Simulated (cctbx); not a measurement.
## A disordered crystal of nominal Eu14SnAs

Cell a = 7.5420 Å, b = 7.5420 Å, c = 12.1540 Å, α = 90.00°, β = 90.00°, γ = 120.00°; space group P-6m2 (no. 187); nominal formula Eu14SnAs.

The data are simulated with cctbx, not measured: synchrotron X-rays, λ = 0.6889 Å, to d = 0.6 Å, 50 % of the full sphere, strongest reflection 5000 counts, noise from counting, a 1.5 % proportional error and a noise floor of 2 counts (s.d.); no absorption.

With every site full:

```text
Rint 0.053, 1171 unique reflections to 0.60 A
cycle     R1     wR2    GooF  max shift (A)
   1  0.1657  0.2878   4.537   0.00215
   2  0.0338  0.0625   0.985   0.00009
final R1 0.0338 wR2 0.0625 GooF 0.985  parameters 21  data/parameter 55.8
atom        x        y        z      Ueq    occ   su(xyz)  su(Uiso or U11)
Eu1    0.66667  0.33333  0.75054   0.0076  1.000  0.00018  0.0005
Eu2    0.68298  0.84149  0.74953   0.0092  1.000  0.00010  0.0003
Eu3    0.49974  0.50026  0.50000   0.0084  1.000  0.00010  0.0004
Eu4    0.49367  0.50633  0.00000   0.0122  1.000  0.00010  0.0006
Sn1    0.00000  0.00000  0.50000   0.0274  1.000  0.00000  0.0019
As1    0.00000  0.00000  0.00000   0.0096  1.000  0.00000  0.0016
difference map: max 5.02 min -6.28 rms 0.68
Q1    0.5071  0.0142  0.0000    3    5.24  0.18 A from Eu4
Q2    0.6667  0.3333  0.4292    2    4.19  2.18 A from Eu1
Q3    0.2472  0.1236  0.3973    6    3.91  2.04 A from Sn1
Q4    0.6667  0.3333  0.1361    2    3.63  1.38 A from Eu1
Q5    0.2158  0.6079  0.0000    3    2.80  1.33 A from Eu4
Q6    0.0189  0.3466  0.5000    6    2.69  1.23 A from Eu3
```

With the occupancies of the suspect sites free, each still typed as its main element:

```text
Rint 0.053, 1171 unique reflections to 0.60 A
cycle     R1     wR2    GooF  max shift (A)
   1  0.0717  0.1125   1.774   0.00036
  20  0.0316  0.0583   0.919   0.00002
final R1 0.0316 wR2 0.0582 GooF 0.919  parameters 22  data/parameter 53.2
atom        x        y        z      Ueq    occ   su(xyz)  su(Uiso or U11)
Eu1    0.66667  0.33333  0.75072   0.0075  1.000  0.00018  0.0004
Eu2    0.68296  0.84148  0.74947   0.0094  1.000  0.00009  0.0002
Eu3    0.49980  0.50020  0.50000   0.0089  1.000  0.00008  0.0005
Eu4    0.49359  0.50641  0.00000   0.0119  1.000  0.00009  0.0007
Sn1    0.00000  0.00000  0.50000   0.0176  0.833  0.00000  0.0022
As1    0.00000  0.00000  0.00000   0.0124  1.000  0.00000  0.0024
su of occupancy Sn1: 0.015
difference map: max 3.97 min -3.81 rms 0.63
Q1    0.5073  0.0146  0.0000    3    4.21  0.18 A from Eu4
Q2    0.2458  0.1229  0.3944    6    3.79  2.06 A from Sn1
Q3    0.6667  0.3333  0.4282    2    3.31  2.17 A from Eu1
Q4    0.6667  0.3333  0.1296    2    3.06  1.45 A from Eu1
Q5    0.0000  0.0000  0.0000    1    2.91  0.00 A from As1
Q6    0.3333  0.6667  0.0000    1    2.88  2.09 A from Eu4
```

**Question.** What is the disorder?

X-rays count electrons. Sn1 refines to 0.833(0.015), or 41.6 electrons; the site truly holds 0.75 Sn, 37.5 electrons, which is 0.750 of Sn. A value under 1 can't tell vacancies from a lighter guest, and one over 1 needs a heavier guest; chemistry or a second radiation must settle which. Occupancy correlates with U and the scale, so the match is approximate.

Freeing them takes R1 from 0.0338 to 0.0316 and GooF from 0.98 to 0.92.

The model was made for the exercise: a known structure type with other elements put in, its volume estimated, not relaxed; displacement parameters are assumed.

[Middle refinement cycles are left out of these outputs.]

[Logs are printed without paths, hosts, clocks, repeated set-up lines and the standing remarks that a program may print on its own settings, such as how far it seeks lower states.]
